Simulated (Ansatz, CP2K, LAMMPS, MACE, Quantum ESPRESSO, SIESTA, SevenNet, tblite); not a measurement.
# Running Li+ PF6- in diethyl carbonate and 1,3-dioxolane at 300 K (100 atoms) with tblite

Wanted: tblite inputs and outputs for Li+ PF6- in diethyl carbonate and 1,3-dioxolane at 300 K (100 atoms), checked against a plane-wave reference.

Method: the method is named at each step, in tblite 0.8.0.

### Step 1. The structure

The cell holds 100 atoms: 21 C, 13 O, 42 H, 3 P, 18 F and 3 Li. Cell: a = 10.579 Å, b = 10.579 Å, c = 10.579 Å, α = 90.0°, β = 90.0°, γ = 90.0°. 3 diethyl carbonate, 2 1,3-dioxolane, 3 Li+, 3 PF6- placed at random, at 1.34 g/cm³; overlaps pushed apart, then 10 ps at 550 K with stiff harmonic cages for PF6 and BF4 with UFF radii; Joung-Cheatham ions (J. Phys. Chem. B 112, 9020 (2008)); MMFF94 bonds, angles, torsions, charges and radii (Halgren, J. Comput. Chem. 17, 490 (1996)) in harmonic and 12-6 forms; charges of ions scaled by 0.8. Snapshot after 30 ps at 300 K and fixed volume.

The yardstick, on the same geometry:

| Property | Result |
| --- | --- |
| method | Kohn-Sham DFT, PBE, SSSP efficiency 1.3.0 pseudopotentials, plane waves (Quantum ESPRESSO 7.5); sssp-pbe-1.3.0-efficiency, cutoffs 60/480 Ry, Γ point |
| r.m.s. force component | 0.9783 eV/Å |
| longest force | 3.314 eV/Å |
| pressure | 3.197 GPa |
| gap (highest filled to lowest empty level) | 4.968 eV |
| time | 88 s on 4 MPI ranks of Arm Neoverse V2, shared host |
| CPU time | 5.8 min |

### Step 2. GFN1-xTB

Method: GFN1-xTB tight binding, diagonalisation.

run.py reads:

```python
import numpy as np
from ase.io import read
from tblite.ase import TBLite

atoms = read("structure.xyz")
atoms.calc = TBLite(method="GFN1-xTB", electronic_temperature=580, accuracy=1.0, max_iterations=250, mixer_damping=0.4, verbosity=1)
energy = atoms.get_potential_energy()
forces = atoms.get_forces()
print(f"energy {energy:.6f} eV")
print("forces (eV/A)")
for i, (a, f) in enumerate(zip(atoms, forces)):
    print(f"{i:4d} {a.symbol:2s} {f[0]:10.5f} {f[1]:10.5f} {f[2]:10.5f}")
stress = -atoms.get_stress(voigt=False) * 160.21766
print("stress (GPa, compression positive)")
for row in stress:
    print(" ".join(f"{x:10.4f}" for x in row))
print("charges (e)")
print(np.array2string(atoms.get_charges(), precision=4, suppress_small=True, max_line_width=110, threshold=100000))
```

structure.xyz reads:

```xyz
100
Lattice="10.57902 0.00000 0.00000 0.00000 10.57902 0.00000 0.00000 0.00000 10.57902" Properties=species:S:1:pos:R:3 pbc="T T T"
C 1.11937 9.94089 1.22844
C 1.17882 0.37862 0.13457
O 2.07613 10.44520 9.72847
C 2.29797 0.78084 8.79709
O 1.78542 1.90063 8.71087
O 3.23379 0.38836 7.86000
C 3.37058 1.35549 6.77343
C 4.12476 2.59334 7.24345
H 0.43787 10.27646 2.02927
H 0.74519 9.05374 0.78877
H 2.12035 9.64447 1.53882
H 1.62071 1.34861 0.46082
H 0.18947 0.47986 10.17808
H 3.94957 0.88367 5.98624
H 2.38853 1.55342 6.31504
H 4.80520 2.41551 8.04355
H 3.32816 3.31716 7.49809
H 4.61880 3.02899 6.41618
C 7.49513 5.99968 9.12366
C 8.81275 6.61559 8.76176
O 8.98952 6.17201 7.43695
C 9.74709 5.08692 7.19807
O 10.16284 4.33401 8.09433
O 9.86874 4.79346 5.89400
C 0.25982 3.83024 5.56943
C 1.34163 4.44086 4.69571
H 6.64225 6.41438 8.57578
H 7.38828 4.87502 8.93546
H 7.13915 6.09341 10.18305
H 9.54683 6.24776 9.43765
H 8.76197 7.65709 8.81148
H 0.74170 3.40496 6.45236
H 10.17956 3.13287 4.96738
H 1.97637 5.13791 5.22963
H 0.87541 5.01710 3.85658
H 1.97119 3.70403 4.33867
C 6.19814 5.49548 4.60494
C 6.15477 6.94872 4.98198
O 5.23545 7.59150 4.04679
C 4.42711 8.48046 4.71327
O 4.43208 8.74483 5.87199
O 3.44918 8.82269 3.84621
C 2.30147 9.46970 4.29540
C 1.11979 8.51325 4.30397
H 5.33542 4.94030 4.78500
H 6.40327 5.38853 3.50197
H 7.05240 4.98833 5.18636
H 7.18717 7.34089 4.83831
H 5.87971 6.99305 6.08727
H 2.49041 9.81775 5.32960
H 2.18012 10.36003 3.66447
H 1.30799 7.92400 3.44474
H 0.23676 9.16418 4.08604
H 0.97369 7.92517 5.19684
C 6.23316 9.18724 1.40257
C 5.15061 8.89378 0.42189
[... 40 atom lines left out ...]
F 0.00243 2.38832 2.48681
Li 4.84117 9.20808 7.89808
Li 7.13280 1.42076 2.63830
Li 0.75873 3.41311 9.14535
```

Launch:

```console
$ OMP_NUM_THREADS=1 python run.py > output.txt
```

Output:

```text
------------------------------------------------------------
  cycle        total energy    energy error   density error
------------------------------------------------------------
      1     -225.7052858388  -2.2678945E+02   6.4694249E-01
      2     -225.4439104224   2.6137542E-01   4.5876736E-01
      3     -218.0704055169   7.3735049E+00   3.8667403E-01
      4     -230.4916126754  -1.2421207E+01   1.0360848E-01
      5     -230.8128713654  -3.2125869E-01   2.3396085E-02
      6     -230.7947464214   1.8124944E-02   2.4755243E-02
      7     -230.8314194885  -3.6673067E-02   1.5576343E-02
      8     -230.8523841094  -2.0964621E-02   2.8754022E-03
      9     -230.8526194040  -2.3529463E-04   9.1562190E-04
     10     -230.8526291256  -9.7215429E-06   7.5297385E-04
     11     -230.8526702031  -4.1077524E-05   4.3987839E-04
     12     -230.8526891695  -1.8966463E-05   8.9673213E-05
     13     -230.8526900220  -8.5250107E-07   1.9596486E-05
------------------------------------------------------------
 total:                                   2.590 sec
energy -6281.821663 eV
forces (eV/A)
   0 C    -0.17535    0.13490    0.42326
   1 C    -0.48685    0.55621   -0.16813
   2 O     0.71316    1.20042   -1.53805
   3 C     0.90106    0.51499   -1.29392
   4 O     0.30684   -1.83186    0.53309
   5 O    -1.32482    0.54402    0.63257
   6 C     0.56322   -0.54812    0.17759
   7 C    -2.23854    0.54480   -0.23103
   8 H     0.58445   -0.14991   -0.25075
   9 H    -0.78790   -1.09545   -0.33870
  10 H     0.00391    0.49984    0.40410
  11 H    -0.61916   -0.44721    0.01735
  12 H     0.66087    0.22236    0.79567
  13 H     0.32447   -0.54634    0.00617
  14 H     0.07279    0.20175    0.46484
  15 H     0.30945   -0.22487    0.55928
  16 H     0.65959   -0.00608    0.45707
  17 H     0.80264    0.31629   -0.89341
  18 C    -2.81805   -1.73533    1.56741
  19 C    -1.30206   -2.04388    0.22488
  20 O     1.82424   -0.56017   -1.73165
  21 C    -0.47908   -1.09462    0.90584
  22 O    -0.47799    1.45023   -1.24274
  23 O    -0.29032    1.88517    2.19780
[...]
92 F     0.04764   -0.78246    0.18998
  93 F    -0.82034    0.63644   -0.70025
  94 F    -0.70672    0.03721    1.01853
  95 F    -0.04371    0.87047    0.28083
  96 F     0.37910   -0.61873    0.52404
  97 Li   -0.36882   -0.00088   -0.23072
  98 Li    0.49231    0.03525    0.10117
  99 Li   -0.02493    0.11099    0.09644
stress (GPa, compression positive)
    0.8940     0.9302    -0.8148
    0.9302     2.8142     0.5531
   -0.8148     0.5531    -0.4382
charges (e)
[-0.102   0.1966 -0.3686  0.7481 -0.5091 -0.3802  0.1925 -0.0992  0.0559  0.0554  0.043   0.0688  0.0592
  0.0551  0.0354  0.0636  0.0645  0.051  -0.0943  0.2044 -0.3848  0.7523 -0.5087 -0.3787  0.1979 -0.1089
  0.0453  0.0578  0.0299  0.0657  0.0441  0.0509  0.0717  0.0462  0.0548  0.0385 -0.0912  0.1967 -0.412
  0.7609 -0.4746 -0.407   0.1954 -0.1058  0.0439  0.0384  0.0551  0.0517  0.0605  0.0414  0.0282  0.0534
  0.0491  0.0642  0.1663  0.1776 -0.4309  0.3971 -0.4356  0.0674  0.0287  0.0572  0.0489  0.0363  0.0727
  0.1851  0.1779 -0.4302  0.3845 -0.4555  0.0181  0.0692  0.0466  0.0525  0.0486  0.0391  0.5492 -0.2057
 -0.2297 -0.2658 -0.1877 -0.2467 -0.1999  0.551  -0.2309 -0.2585 -0.215  -0.2525 -0.219  -0.171   0.5486
 -0.2098 -0.2345 -0.2273 -0.2052 -0.2182 -0.2178  0.4744  0.5184  0.469 ]
```

Wall time 3 s (1 thread of Arm Neoverse V2, shared host); peak memory 0.16 GiB.

Banners, paths, timers and routine set-up lines are dropped from the logs unmarked, and long logs keep their key lines alone; longer cuts are marked.

Against the reference:

* r.m.s. force component: 0.9095 eV/Å
* r.m.s. difference of force components: 295.3 meV/Å
* longest difference of force vectors: 1432 meV/Å
* force difference over r.m.s. force: 30.19 %
* slope of forces against the reference's: 0.8866
* correlation of force components: 0.9537
* pressure: 1.09 GPa
* pressure difference: -2.107 GPa

Length of the force difference by element (eV/Å):

```
element  atoms  mean  most
      C     21  0.62   1.0
      F     18  0.21  0.42
      H     42  0.16  0.31
     Li      3  0.15  0.19
      O     13  0.95   1.4
      P      3  0.79  0.90
```

A closer look about C19, which bears the longest force: 9 atoms, nearest first, numbered in the order of the input, with positions taken from that point.

```
atom      x      y      z  distance (Å)  Mulliken charge (e)     Fx     Fy  Fz (eV/Å)
 C19   0.00   0.00   0.00          0.00                -0.09  -2.82  -1.74       1.57
 H27  -0.85   0.41  -0.55          1.10                 0.05   0.27   0.28      -0.40
 H29  -0.36   0.09   1.06          1.12                 0.03   0.87   0.20      -0.52
 H28  -0.11  -1.12  -0.19          1.15                 0.06   0.79   1.41       0.07
 C20   1.32   0.62  -0.36          1.50                 0.20  -1.30  -2.04       0.22
 H30   2.05   0.25   0.31          2.09                 0.07   1.14  -0.38       0.47
 H31   1.27   1.66  -0.31          2.11                 0.04   0.04   1.84      -0.28
 O21   1.49   0.17  -1.69          2.26                -0.38   1.82  -0.56      -1.73
 C22   2.25  -0.91  -1.93          3.10                 0.75  -0.48  -1.09       0.91
```

Atoms are counted from 1 here, from 0 in the log.

Forces lie 30 % from the reference's, at 0.0087 times its CPU time (on 1 against 4 cores).

### Step 3. Outcome

```json
{
 "force difference from the reference": "tblite GFN1-xTB, 30 %",
 "its CPU time": "3 s"
}
```

**Reading.** Tight binding differs by 30 % (tblite GFN1-xTB); it is another model, with fitted parameters of its own, and the xTB methods hold dispersion. One electronic-structure run takes under half the reference's CPU time: tblite GFN1-xTB, at 30 % in 3 s against 5.8 min; its pressure misses by -2.1 GPa. Periodic xTB results under one method name differ between programs and library versions. The reference's pressure holds the uncorrected Pulay stress of its 60 Ry basis, so small pressure differences, and their order, may be the reference's own error. The network of contacts between molecules at the start is that of the classical potential that made the cell, and needn't be the one that DFT or experiment would give. The reference's stress is far from hydrostatic: its diagonal is 2.7, 5.2, 1.7 GPa, compression counted positive. The reference's PBE has no dispersion term, which matters for the binding between molecules or layers. The density was typed from a rule of thumb and may lie off the real one at this temperature. The electronic-structure runs sample only Γ, in a cell whose shortest periodic width is 11 Å.

[Also dropped from logs without a mark: logging warnings of Python, and SIESTA's first energy breakdown and zero terms.]

[Logs are printed without paths, hosts, clocks, repeated set-up lines and the standing remarks that a program may print on its own settings, such as how far it seeks lower states.]

[Hosts, paths, dates, database ids (printed as entryN), source tags and the programs' standing remarks are cut or masked in the printed files.]

[The MMFF94 radii named for the starting cell were scaled by 0.96; in molecules described by MMFF94, hydrogen bound to N, O or S took a small fixed 12-6 site in their place.]
